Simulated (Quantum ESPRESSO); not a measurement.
# Collinear magnetic orders of KMnF3 with Quantum ESPRESSO

A self-consistent run ends on one state, which hangs on the start. Several orders of KMnF3 are started in Quantum ESPRESSO and their energies compared.

Calculated with Quantum ESPRESSO 7.5; LDA; plane waves with GBRV 1.5 LDA potentials, no spin-orbit coupling.

This is a report of a sequence of runs, with most program output left out.

## Step 1: The structure

It takes space group Pm-3m (No. 221, cubic). The conventional cell has a = 4.189 Å, b = 4.189 Å, c = 4.189 Å, α = 90.00°, β = 90.00°, γ = 90.00°. Nearest to K lie 12 F at 2.96 Å. Mn has 6 F at 2.09 Å nearest. Nearest to F lie 2 Mn at 2.09 Å and 4 K at 2.96 Å. Farther neighbours and most contacts between anions are not listed.

As a file:

```cif
data_structure
_symmetry_space_group_name_H-M 'Pm-3m'
_symmetry_Int_Tables_number 221
_cell_length_a 4.1893
_cell_length_b 4.1893
_cell_length_c 4.1893
_cell_angle_alpha 90.000
_cell_angle_beta 90.000
_cell_angle_gamma 90.000
_cell_volume 73.52
loop_
_atom_site_label
_atom_site_type_symbol
_atom_site_symmetry_multiplicity
_atom_site_Wyckoff_symbol
_atom_site_fract_x
_atom_site_fract_y
_atom_site_fract_z
_atom_site_occupancy
K1 K 1 b 0.50000 0.50000 0.50000 1
Mn1 Mn 1 a 0.00000 0.00000 0.00000 1
F1 F 3 d 0.50000 0.00000 0.00000 1
```

The cell comes from the Crystallography Open Database.

## Step 2: Run 1 (ferro +)

The signs are those of the starting moments on the seeded atoms, the atoms that are given a moment.

pw.in

```
&CONTROL
  calculation = 'scf'
  prefix = 'pwscf'
  outdir = './tmp'
  pseudo_dir = './pseudo'
  disk_io = 'nowf'
/
&SYSTEM
  ibrav = 0
  nat = 5
  ntyp = 3
  ecutwfc = 40
  ecutrho = 280
  nbnd = 34
  occupations = 'smearing'
  smearing = 'fd'
  degauss = 0.00367493
  nspin = 2
  starting_magnetization(1) = 0
  starting_magnetization(2) = 0.3
  starting_magnetization(3) = 0
/
&ELECTRONS
  conv_thr = 1d-08
  electron_maxstep = 150
  mixing_beta = 0.3
/
ATOMIC_SPECIES
K      39.0983 k_lda_v1.4.uspp.F.UPF
Mn     54.9380 mn_lda_v1.5.uspp.F.UPF
F      18.9984 f_lda_v1.4.uspp.F.UPF
CELL_PARAMETERS angstrom
   4.1893000000    0.0000000000    0.0000000000
   0.0000000000    4.1893000000    0.0000000000
   0.0000000000    0.0000000000    4.1893000000
ATOMIC_POSITIONS crystal
K       0.5000000000    0.5000000000    0.5000000000
Mn      0.0000000000    0.0000000000    0.0000000000
F       0.5000000000    0.0000000000    0.0000000000
F       0.0000000000    0.5000000000    0.0000000000
F       0.0000000000    0.0000000000    0.5000000000
K_POINTS automatic
6 6 6 0 0 0
```

Launch:

```sh
> OMP_NUM_THREADS=1 mpirun -n 4 pw.x -nk 4 -in pw.in > pw.out
```

It took 8.6 s on 4 MPI ranks of Intel Xeon 6975P-C (Granite Rapids), shared host; peak memory 0.48 GiB; 34 s of CPU time.

Spin moment in the atom's sphere by atom:

| atom | spin moment in the atom's sphere (μB) |
| --- | --- |
| K1 | 0.00 |
| Mn2 | 4.14 |
| F3 | 0.09 |
| F4 | 0.09 |
| F5 | 0.09 |

Read from the output:

```
smearing term TS       : 3.85e-6 eV
magnetization          : 5 μB
absolute magnetization : 5.004 μB
final state            : ferromagnetic
```

## Step 3: Start 2: antiferro q=(0,1/2,1/2) +−

The cell is doubled to 10 atoms to hold this order. The wavevector q is in fractions of the reciprocal vectors of the crystal's primitive cell, as the cells of these inputs are built from it; moments change sign between cells as cos(2π q·R).

pw.in

```
&CONTROL
  calculation = 'scf'
  prefix = 'pwscf'
  outdir = './tmp'
  pseudo_dir = './pseudo'
  disk_io = 'nowf'
/
&SYSTEM
  ibrav = 0
  nat = 10
  ntyp = 4
  ecutwfc = 40
  ecutrho = 280
  nbnd = 59
  occupations = 'smearing'
  smearing = 'fd'
  degauss = 0.00367493
  nspin = 2
  starting_magnetization(1) = 0
  starting_magnetization(2) = 0.3
  starting_magnetization(3) = -0.3
  starting_magnetization(4) = 0
/
&ELECTRONS
  conv_thr = 2d-08
  electron_maxstep = 150
  mixing_beta = 0.3
/
ATOMIC_SPECIES
K      39.0983 k_lda_v1.4.uspp.F.UPF
Mn1    54.9380 mn_lda_v1.5.uspp.F.UPF
Mn2    54.9380 mn_lda_v1.5.uspp.F.UPF
F      18.9984 f_lda_v1.4.uspp.F.UPF
CELL_PARAMETERS angstrom
   4.1893000000    0.0000000000    0.0000000000
   0.0000000000    8.3786000000    0.0000000000
   0.0000000000    4.1893000000    4.1893000000
ATOMIC_POSITIONS crystal
K       0.5000000000    0.0000000000    0.5000000000
K       0.5000000000    0.5000000000    0.5000000000
Mn1     0.0000000000    0.0000000000    0.0000000000
Mn2     0.0000000000    0.5000000000    0.0000000000
F       0.5000000000    0.0000000000    0.0000000000
F       0.5000000000    0.5000000000    0.0000000000
F       0.0000000000    0.2500000000    0.0000000000
F       0.0000000000    0.7500000000    0.0000000000
F       0.0000000000    0.7500000000    0.5000000000
F       0.0000000000    0.2500000000    0.5000000000
K_POINTS automatic
6 3 6 0 0 0
```

The job ended after 46 s (4 MPI ranks; peak memory 0.95 GiB).

Spin moment in the atom's sphere by atom:

```csv
atom,spin moment in the atom's sphere (μB)
K1,0.00
K2,0.00
Mn3,4.08
Mn4,-4.08
F5,0.08
F6,-0.08
F7,0.00
F8,0.00
F9,0.00
F10,0.00
```

This step gave:

```
smearing term TS       : 3.61e-8 eV
magnetization          : 0 μB
absolute magnetization : 9.552 μB
final state            : antiferromagnetic
```

## Step 4: Start 3: antiferro q=(1/2,1/2,1/2) +−

This order needs a doubled cell of 10 atoms.

pw.in

```
&CONTROL
  calculation = 'scf'
  prefix = 'pwscf'
  outdir = './tmp'
  pseudo_dir = './pseudo'
  disk_io = 'nowf'
/
&SYSTEM
  ibrav = 0
  nat = 10
  ntyp = 4
  ecutwfc = 40
  ecutrho = 280
  nbnd = 59
  occupations = 'smearing'
  smearing = 'fd'
  degauss = 0.00367493
  nspin = 2
  starting_magnetization(1) = 0
  starting_magnetization(2) = 0.3
  starting_magnetization(3) = -0.3
  starting_magnetization(4) = 0
/
&ELECTRONS
  conv_thr = 2d-08
  electron_maxstep = 150
  mixing_beta = 0.3
/
ATOMIC_SPECIES
K      39.0983 k_lda_v1.4.uspp.F.UPF
Mn1    54.9380 mn_lda_v1.5.uspp.F.UPF
Mn2    54.9380 mn_lda_v1.5.uspp.F.UPF
F      18.9984 f_lda_v1.4.uspp.F.UPF
CELL_PARAMETERS angstrom
   8.3786000000    0.0000000000    0.0000000000
   4.1893000000    4.1893000000    0.0000000000
   4.1893000000    0.0000000000    4.1893000000
ATOMIC_POSITIONS crystal
K       0.7500000000    0.5000000000    0.5000000000
K       0.2500000000    0.5000000000    0.5000000000
Mn1     0.0000000000    0.0000000000    0.0000000000
Mn2     0.5000000000    0.0000000000    0.0000000000
F       0.2500000000    0.0000000000    0.0000000000
F       0.7500000000    0.0000000000    0.0000000000
F       0.7500000000    0.5000000000    0.0000000000
F       0.2500000000    0.5000000000    0.0000000000
F       0.7500000000    0.0000000000    0.5000000000
F       0.2500000000    0.0000000000    0.5000000000
K_POINTS automatic
3 6 6 0 0 0
```

Run time: 31 s. Hardware: 4 MPI ranks; peak memory 0.81 GiB.

Spin moment in the atom's sphere by atom:

| atom | spin moment in the atom's sphere (μB) |
| --- | --- |
| K1 | 0.00 |
| K2 | 0.00 |
| Mn3 | 4.06 |
| Mn4 | -4.06 |
| F5 | 0.00 |
| F6 | 0.00 |
| F7 | 0.00 |
| F8 | 0.00 |
| F9 | 0.00 |
| F10 | 0.00 |

This step gave:

```yaml
smearing_term_ts: 5.09e-10 eV
magnetization: 0 μB
absolute_magnetization: 9.347 μB
final_state: antiferromagnetic
```

## Step 5: Run 4 (no spin polarisation)

pw.in

```
&CONTROL
  calculation = 'scf'
  prefix = 'pwscf'
  outdir = './tmp'
  pseudo_dir = './pseudo'
  disk_io = 'nowf'
/
&SYSTEM
  ibrav = 0
  nat = 5
  ntyp = 3
  ecutwfc = 40
  ecutrho = 280
  nbnd = 32
  occupations = 'smearing'
  smearing = 'fd'
  degauss = 0.00367493
/
&ELECTRONS
  conv_thr = 1d-08
  electron_maxstep = 150
  mixing_beta = 0.3
/
ATOMIC_SPECIES
K      39.0983 k_lda_v1.4.uspp.F.UPF
Mn     54.9380 mn_lda_v1.5.uspp.F.UPF
F      18.9984 f_lda_v1.4.uspp.F.UPF
CELL_PARAMETERS angstrom
   4.1893000000    0.0000000000    0.0000000000
   0.0000000000    4.1893000000    0.0000000000
   0.0000000000    0.0000000000    4.1893000000
ATOMIC_POSITIONS crystal
K       0.5000000000    0.5000000000    0.5000000000
Mn      0.0000000000    0.0000000000    0.0000000000
F       0.5000000000    0.0000000000    0.0000000000
F       0.0000000000    0.5000000000    0.0000000000
F       0.0000000000    0.0000000000    0.5000000000
K_POINTS automatic
6 6 6 0 0 0
```

Run time: 4.4 s. Hardware: 4 MPI ranks; peak memory 0.42 GiB; 17 s of CPU time.

Numbers from this step:

```yaml
smearing_term_ts: 0.08941 eV
final_state: non-magnetic (no spin polarisation)
```

## Step 6: Ranking

An order is kept where moments of 0.15 μB or more survive with the typed signs; meshes match where a doubled cell samples the same k points as the first cell.

Orders:

```
                       start        final state  typed order kept  energy over the lowest (meV a seeded atom)  largest site moment (μB)  net moment (μB a cell of the first run)  mesh matched  CPU time (s)
                     ferro +      ferromagnetic               yes                                       100.3                     4.135                                        5           yes          33.5
  antiferro q=(0,1/2,1/2) +-  antiferromagnetic               yes                                       30.33                     4.084                                        0           yes         184.3
antiferro q=(1/2,1/2,1/2) +-  antiferromagnetic               yes                                           0                     4.063                                        0           yes         121.3
        no spin polarisation       non-magnetic                 -                                        2676                         0                                        0           yes         16.78
```

## Step 7: Energy mapping

E = −Σ J e·e over ordered pairs of unit vectors, so each pair counts twice. As many shells are taken as there are differences of energy, so the couplings are solved for and no residual tests the model; further shells are folded in, and shells whose pairs keep their relative signs in all orders cancel and are not probed. Couplings from the energies:

```csv
pair,distance (Å),neighbours an atom,J (meV)
Mn-Mn,4.189,6,-8.356
Mn-Mn,5.925,12,-0.1937
```

## Step 8: What came out

```json
{
  "lowest state found": "antiferromagnetic (from antiferro q=(1/2,1/2,1/2) +-)",
  "largest site moment": "4.06 μB",
  "next state with moments": "antiferromagnetic, 30.3 meV a seeded atom higher",
  "state without moments": "2676 meV a seeded atom higher",
  "J of the weightiest shell (Mn-Mn, 4.19 Å; E = −Σ J e·e, ordered pairs)": "-8.36 meV"
}
```

Forming the moments gains more than four times the spread of the orders, as local moments do. The largest moment changes by 1.7 % between the kept orders, as for well localised moments. This is the lowest of 4 collinear or spinless starts, no proof of the ground state. No Hubbard term acts here. In such compounds local and semilocal functionals without one often delocalise the d electrons, and can shrink or lose moments and miss the size, sign and order of the couplings.

[Logs and program files are shortened in this print: banners, set-up blocks, solver, clock and traceback lines can be left out without a mark of their own.]

[Logs are printed without paths, hosts, clocks, repeated set-up lines and the standing remarks that a program may print on its own settings, such as how far it seeks lower states.]

[Hosts, paths, dates, database ids (printed as entryN), source tags and the programs' standing remarks are cut or masked in the printed files.]

[Where a cell is said to come from a database of computed structures, the database is the Materials Project.]
